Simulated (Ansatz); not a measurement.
# CmPt2: how far a computed U hangs on its recipe, part 2 of 2

Aim: a Hubbard U for Cm in CmPt2 from linear response, and how it converges.

functionals named at each step; plane waves, U on orthogonalised atomic orbitals unless named otherwise, collinear spin, no spin–orbit coupling.

So far, computed U (eV): step 4 (PBE, q-mesh 2×2×2, from U = 4.5 eV, PBE+U(LR)) 3.09; step 5 (PBEsol, q-mesh 2×2×2, PBEsol+U(LR)) 3.53; step 6 (PBE, q-mesh 2×2×2, from U = 6 eV, PBE+U(LR)) 3.00.

In doubt: an open 5f shell, unless half filled, can sit in one of many states, so energies may not be the lowest and differences between runs may mislead.

### 7. LDA, q-mesh 2×2×2

Level of this step: LDA with U on Cm f by linear response, ortho-atomic projectors (Ansatz).

U mends what the functional lacks, so it depends on the functional.

The input, input.yaml:

```yaml
crystal:
  lattice:
    - [0.0, 3.8125, 3.8125]
    - [3.8125, 0.0, 3.8125]
    - [3.8125, 3.8125, 0.0]
  atoms:
    - { symbol: Cm, position: [0.0, 0.0, 0.0], spin: 7.6 }
    - { symbol: Cm, position: [0.25, 0.25, 0.25], spin: 7.6 }
    - { symbol: Pt, position: [0.625, 0.625, 0.625] }
    - { symbol: Pt, position: [0.125, 0.625, 0.625] }
    - { symbol: Pt, position: [0.625, 0.625, 0.125] }
    - { symbol: Pt, position: [0.625, 0.125, 0.625] }
magnetization:
  spin_polarized: true
kpoints:
  mp_grid: { grid: [6, 6, 6] }
hamiltonian:
  xc: lda
  hubbard:
    sites: [{ species: Cm, l: f, u_eff: linear-response }]
    projectors: ortho-atomic
    lr: { qmesh: [2, 2, 2] }
scf:
  occupations: { method: fermi_dirac, width: 0.1 }
output:
  eigenvalues: true
```

Launch:

```bash
ansatz run input.yaml --threads 4 --pin off --max-ram 12288MiB --backend cpu --events-out ev --progress --plain --runs-dir out
```

Numbers of over 12 decimals in the logs are rounded to 6 here.

The log of the run:

```text
[...]
LR-U cycle 1: input U_eff = [0.000, 0.000] eV
Crystal: 6 atoms, lattice volume = 110.831 Å³
Basis set: ecut = 420 eV, 2109 PW (Γ)
Bands: 74, of which v1, the nominal top of the filled ones, is band 54 counted from 1 (53 counted from 0)
Symmetry: 48 space group operations
[...]
k-points: 16 of 216
[...]
Starting moments: Σ|m| = 15.2 μB on 2 of 6 sites
[...]
k-point 1 ↑: bands = [... 50 lower, 18.8764, 19.0198, 19.0198, 19.3575, 19.3575, 19.3897, 20.0185, 20.0185, ... 16 higher]
  k-point 2 ↑: bands = [... 50 lower, 18.2474, 18.3144, 18.3144, 18.3393, 19.3695, 19.3695, 19.4025, 19.6938, ... 16 higher]
  k-point 15 ↓: bands = [... 50 lower, 23.0440, 23.0440, 23.1908, 23.1908, 23.3602, 23.3602, 23.5387, 23.5387, ... 16 higher]
Occupation matrices written to <dir>
[key lines of the parts left out:]
SCF converged after 12 iterations
Magnetization: 14.1820 μB (61.0910 up, 46.9090 down)
Free energy (F): -80548.624262 eV
Fermi energy:    21.218036 eV
```

It took 88 s on 4 threads of Intel Xeon Platinum 8375C at 2.90GHz (Ice Lake), shared host; peak memory 1.3 GiB; 5.4 min of CPU time.

Site by site:

```tsv
site	electrons	χ₀ (1/eV)	χ (1/eV)	U (eV)
Cm1 and 1 alike	7.255	-0.3600	-0.1570	3.59
```

For Cm1 the on-site elements alone give 1/χ₀ − 1/χ = 3.59 eV, the inverses of the full matrices 3.59 eV, and the program reports 3.59 eV. The state, moments and gap printed next belong to the closing SCF at this U.

Numbers from this step:

```
net moment     : 14.18 μB
final state    : ferromagnetic
largest moment : 6.89 μB
```

U on Cm is 3.59 eV here against 3.53 eV (+2 %) in the run that differs in the functional alone (PBEsol, q-mesh 2×2×2), at 1.0 times its CPU time.

### 8. PBE, q-mesh 2×2×2, from U = 3 eV

The response is now measured on a state that already has a U. Where the value that comes out equals the one put in, U is self-consistent.

Changes to input.yaml since step 7:

```diff
@@ -17,5 +17,5 @@
 hamiltonian:
-  xc: lda
+  xc: pbe
   hubbard:
-    sites: [{ species: Cm, l: f, u_eff: linear-response }]
+    sites: [{ species: Cm, l: f, u_eff: linear-response, starting_u: 3.0 }]
     projectors: ortho-atomic
```

The log of the run:

```text
[...]
LR-U cycle 1: input U_eff = [3.000, 3.000] eV
Crystal: 6 atoms, lattice volume = 110.831 Å³
Basis set: ecut = 420 eV, 2109 PW (Γ)
Bands: 74, of which v1, the nominal top of the filled ones, is band 54 counted from 1 (53 counted from 0)
Symmetry: 48 space group operations
[...]
k-points: 16 of 216
[...]
Starting moments: Σ|m| = 15.2 μB on 2 of 6 sites
[...]
k-point 1 ↑: bands = [... 50 lower, 19.2414, 19.3795, 19.3795, 19.7163, 19.7163, 19.7441, 20.3852, 20.3852, ... 16 higher]
  k-point 2 ↑: bands = [... 50 lower, 18.6192, 18.6719, 18.6719, 18.7273, 19.7313, 19.7313, 19.7563, 20.0595, ... 16 higher]
  k-point 15 ↓: bands = [... 50 lower, 23.3999, 23.3999, 23.5309, 23.5309, 23.6914, 23.6914, 23.8789, 23.8789, ... 16 higher]
Occupation matrices written to <dir>
[key lines of the parts left out:]
SCF converged after 12 iterations
Magnetization: 14.2091 μB (61.1045 up, 46.8955 down)
Free energy (F): -82485.990856 eV
Fermi energy:    21.595119 eV
```

Run time: 71 s. Hardware: 4 threads; peak memory 1.3 GiB.

The response of each shell:

```tsv
site	electrons	χ₀ (1/eV)	χ (1/eV)	U (eV)
Cm1 and 1 alike	7.109	-0.07412	-0.05994	3.19
```

For Cm1 the on-site elements alone give 1/χ₀ − 1/χ = 3.19 eV, the inverses of the full matrices 3.19 eV, and the program reports 3.19 eV. The state, moments and gap printed next belong to the closing SCF at this U.

This step gave:

```yaml
net_moment: 14.21 μB
final_state: ferromagnetic
largest_moment: 6.909 μB
```

U on Cm is 3.19 eV here against 3.00 eV (+6 %) in the run that differs in the starting U alone (PBE, q-mesh 2×2×2, from U = 6 eV), at 0.94 times its CPU time.

### 9. PBE, q-mesh 2×2×2

A mesh of wavevectors stands for a supercell in which the shifted site is farther from its images.

Changes to input.yaml since step 8:

```diff
@@ -19,3 +19,3 @@
   hubbard:
-    sites: [{ species: Cm, l: f, u_eff: linear-response, starting_u: 3.0 }]
+    sites: [{ species: Cm, l: f, u_eff: linear-response }]
     projectors: ortho-atomic
```

The log of the run:

```text
[...]
LR-U cycle 1: input U_eff = [0.000, 0.000] eV
Crystal: 6 atoms, lattice volume = 110.831 Å³
Basis set: ecut = 420 eV, 2109 PW (Γ)
Bands: 74, of which v1, the nominal top of the filled ones, is band 54 counted from 1 (53 counted from 0)
Symmetry: 48 space group operations
[...]
k-points: 16 of 216
[...]
Starting moments: Σ|m| = 15.2 μB on 2 of 6 sites
[...]
k-point 1 ↑: bands = [... 50 lower, 19.2402, 19.3824, 19.3824, 19.7197, 19.7197, 19.7452, 20.3860, 20.3860, ... 16 higher]
  k-point 2 ↑: bands = [... 50 lower, 18.6220, 18.6738, 18.6738, 18.7249, 19.7328, 19.7328, 19.7556, 20.0649, ... 16 higher]
  k-point 15 ↓: bands = [... 50 lower, 23.5057, 23.5057, 23.6481, 23.6481, 23.8148, 23.8148, 23.9892, 23.9892, ... 16 higher]
Occupation matrices written to <dir>
[key lines of the parts left out:]
SCF converged after 12 iterations
Magnetization: 14.2232 μB (61.1116 up, 46.8884 down)
Free energy (F): -82485.947791 eV
Fermi energy:    21.599809 eV
```

Run time: 84 s. Hardware: 4 threads; peak memory 1.3 GiB.

The response of each shell:

```tsv
site	electrons	χ₀ (1/eV)	χ (1/eV)	U (eV)
Cm1 and 1 alike	7.237	-0.2987	-0.1463	3.49
```

For Cm1 the on-site elements alone give 1/χ₀ − 1/χ = 3.49 eV, the inverses of the full matrices 3.49 eV, and the program reports 3.49 eV. The state, moments and gap printed next belong to the closing SCF at this U.

Numbers from this step:

| Property | Result |
| --- | --- |
| net moment | 14.22 μB |
| final state | ferromagnetic |
| largest moment | 6.92 μB |

U on Cm is 3.49 eV here against 3.19 eV (+9 %) in the run that differs in the starting U alone (PBE, q-mesh 2×2×2, from U = 3 eV), at 1.2 times its CPU time.

### 10. PBE, q-mesh 2×2×2, from U = 1.5 eV

The response is now measured on a state that already has a U. Where the value that comes out equals the one put in, U is self-consistent.

Changes to input.yaml since step 9:

```diff
@@ -19,3 +19,3 @@
   hubbard:
-    sites: [{ species: Cm, l: f, u_eff: linear-response }]
+    sites: [{ species: Cm, l: f, u_eff: linear-response, starting_u: 1.5 }]
     projectors: ortho-atomic
```

The log of the run:

```text
[...]
LR-U cycle 1: input U_eff = [1.500, 1.500] eV
Crystal: 6 atoms, lattice volume = 110.831 Å³
Basis set: ecut = 420 eV, 2109 PW (Γ)
Bands: 74, of which v1, the nominal top of the filled ones, is band 54 counted from 1 (53 counted from 0)
Symmetry: 48 space group operations
[...]
k-points: 16 of 216
[...]
Starting moments: Σ|m| = 15.2 μB on 2 of 6 sites
[...]
k-point 1 ↑: bands = [... 50 lower, 19.2408, 19.3809, 19.3809, 19.7179, 19.7179, 19.7446, 20.3855, 20.3855, ... 16 higher]
  k-point 2 ↑: bands = [... 50 lower, 18.6205, 18.6727, 18.6727, 18.7261, 19.7320, 19.7320, 19.7559, 20.0620, ... 16 higher]
  k-point 15 ↓: bands = [... 50 lower, 23.4479, 23.4479, 23.5836, 23.5836, 23.7470, 23.7470, 23.9290, 23.9290, ... 16 higher]
Occupation matrices written to <dir>
[key lines of the parts left out:]
SCF converged after 12 iterations
Magnetization: 14.2156 μB (61.1078 up, 46.8922 down)
Free energy (F): -82485.971089 eV
Fermi energy:    21.597288 eV
```

Elapsed: 80 s, on 4 threads; peak memory 1.3 GiB.

Bare and screened response, and U:

```tsv
site	electrons	χ₀ (1/eV)	χ (1/eV)	U (eV)
Cm1 and 1 alike	7.158	-0.1375	-0.09435	3.32
```

For Cm1 the on-site elements alone give 1/χ₀ − 1/χ = 3.32 eV, the inverses of the full matrices 3.32 eV, and the program reports 3.32 eV. The state, moments and gap printed next belong to the closing SCF at this U.

Read from the output:

```
net moment     : 14.22 μB
final state    : ferromagnetic
largest moment : 6.914 μB
```

U on Cm is 3.32 eV here against 3.49 eV (-5 %) in the run that differs in the starting U alone (PBE, q-mesh 2×2×2), at 0.95 times its CPU time.

### 11. All values together

```tsv
run	k-mesh	state of the response	U(Cm) (eV)	largest moment at that U (μB)	CPU time
PBE, q-mesh 2×2×2, from U = 4.5 eV	6×6×6	chosen order	3.09	6.91	4.7 min
PBEsol, q-mesh 2×2×2	6×6×6	chosen order	3.53	6.91	5.3 min
PBE, q-mesh 2×2×2, from U = 6 eV	6×6×6	chosen order	3.00	6.90	4.7 min
LDA, q-mesh 2×2×2	6×6×6	chosen order	3.59	6.89	5.4 min
PBE, q-mesh 2×2×2, from U = 3 eV	6×6×6	chosen order	3.19	6.91	4.4 min
PBE, q-mesh 2×2×2	6×6×6	chosen order	3.49	6.92	5.2 min
PBE, q-mesh 2×2×2, from U = 1.5 eV	6×6×6	chosen order	3.32	6.91	5 min
```

### 12. Outcome

```json
{
 "range of U(Cm) over these recipes": "3.00 to 3.59 eV"
}
```

In words: Linear response puts U for Cm in CmPt2 at 3.5 eV (PBE, q-mesh 2×2×2), and the recipes tried spread from 3.0 to 3.6 eV. U out against U in: 3.32 at 1.5, 3.19 at 3, 3.09 at 4.5 and 3.00 at 6 eV; the two meet near 3.2 eV. The magnetic states on which the responses were measured: chosen order; 2 starts finished among the 2 run to choose the order. For 5f shells spin–orbit coupling is as large as these effects and is left out here, so moments and couplings are those of a spin-only model.

1 further run of the session is left out of this account and of its counts and ranges: runs hit by known faults of a program or its files, repeats, responses too ill-conditioned to give a U, cells squeezed past sense, harmless faults, or fits whose shells could not be counted again from the structure.

[Logs and program files are shortened in this print: banners, set-up blocks, solver, clock and traceback lines can be left out without a mark of their own.]

[Logs are printed without paths, hosts, clocks, repeated set-up lines and the standing remarks that a program may print on its own settings, such as how far it seeks lower states.]

[Hosts, paths, dates, database ids (printed as entryN), source tags and the programs' standing remarks are cut or masked in the printed files.]

[Where a cell is said to come from a database of computed structures, the database is the Materials Project.]
